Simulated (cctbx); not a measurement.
# Diagnosing a refinement

Cell a = 4.4230 Å, b = 9.5510 Å, c = 12.8600 Å, α = 90.00°, β = 90.00°, γ = 90.00°; space group Immm (no. 71).

The data are simulated with cctbx, not measured: Cu Kα, λ = 1.54184 Å, to d = 0.8 Å, 95 % of the full sphere, strongest reflection 70000 counts, noise from counting, a 6 % proportional error and a noise floor of 4 counts (s.d.); no absorption, and some extinction, which the refinements don't model.

An anisotropic refinement with weights 1/σ² prints:

```text
Rint 0.048, 31 unique reflections to 2.00 A
cycle     R1     wR2    GooF  max shift (A)
   1  0.0303  0.0473   3.341   0.01537
   2  0.0136  0.0244   1.723   0.00024
final R1 0.0136 wR2 0.0244 GooF 1.723  parameters 26  data/parameter 1.2
atom        x        y        z      Ueq    occ   su(xyz)  su(Uiso or U11)
Gd1    0.50000  0.50000  0.29397   0.0270  1.000  0.00086  0.0160
Gd2    0.50000  0.50000  0.00000   0.0345  1.000  0.00000  0.0141
Ag1    0.00000  0.18847  0.00000   0.0239  1.000  0.00091  0.0163
Ag2    0.50000  0.00000  0.00000   0.0184  1.000  0.00000  0.0129
Ga1    0.00000  0.63584  0.84257   0.0136  1.000  0.00120  0.0170  NPD
Ga2    0.50000  0.21898  0.13740   0.0229  1.000  0.00117  0.0203  NPD
difference map: max 0.18 min -0.29 rms 0.09
Q1    0.2168  0.0000  0.4208    8    0.19  1.40 A from Gd2
Q2    0.2115  0.2731  0.0800   16    0.19  1.56 A from Ga2
Q3    0.2125  0.0000  0.0832    8    0.16  1.66 A from Ag2
Q4    0.1980  0.5000  0.2457    8    0.16  1.47 A from Gd1
Q5    0.2000  0.3000  0.4000   16    0.16  1.02 A from Ga2
Q6    0.2164  0.2181  0.2529   16    0.15  1.81 A from Ga2
```

**Question.** Can this result stand? If not, what is the likely fault?

Mend it. The fault: data cut at low resolution. Against the right model at the same level, R1 goes from 0.0149 to 0.0136 and GooF from 1.05 to 1.72 and Ga1 and Ga2 go non-positive-definite. The atoms are right, but there are too few data for the parameters: R1 flatters and the s.u.s grow. Data per parameter fall from 13.3 to 1.2.

The compound is Gd3Ga8Ag3. The right model at the same level gives:

```text
Rint 0.046, 347 unique reflections to 0.80 A
cycle     R1     wR2    GooF  max shift (A)
   1  0.0178  0.0414   1.399   0.00061
   2  0.0149  0.0311   1.052   0.00000
final R1 0.0149 wR2 0.0311 GooF 1.052  parameters 26  data/parameter 13.3
atom        x        y        z      Ueq    occ   su(xyz)  su(Uiso or U11)
Gd1    0.50000  0.50000  0.29518   0.0049  1.000  0.00003  0.0002
Gd2    0.50000  0.50000  0.00000   0.0048  1.000  0.00000  0.0002
Ag1    0.00000  0.18906  0.00000   0.0039  1.000  0.00004  0.0002
Ag2    0.50000  0.00000  0.00000   0.0040  1.000  0.00000  0.0002
Ga1    0.00000  0.63629  0.84327   0.0055  1.000  0.00006  0.0002
Ga2    0.50000  0.21976  0.13737   0.0051  1.000  0.00006  0.0003
difference map: max 0.87 min -1.59 rms 0.28
Q1    0.2638  0.0000  0.0709    8    0.89  1.39 A from Ag2
Q2    0.2483  0.1049  0.2601   16    0.77  1.57 A from Ga1
Q3    0.2100  0.5000  0.2778    8    0.76  1.30 A from Gd1
Q4    0.0000  0.0666  0.0622    8    0.74  1.42 A from Ag1
Q5    0.1384  0.0000  0.0000    4    0.68  1.60 A from Ag2
Q6    0.1283  0.0000  0.2775    8    0.64  1.09 A from Gd1
```

Isotropic U is held between 0.0001 and 1 Å² by the program, and listed peak heights are interpolated, so they can pass the grid's maximum.

The model is made up (kin elements in a known structure type, no relaxation), so it says nothing on whether the phase exists.

[Middle refinement cycles are left out of these outputs.]

[Logs are printed without paths, hosts, clocks, repeated set-up lines and the standing remarks that a program may print on its own settings, such as how far it seeks lower states.]
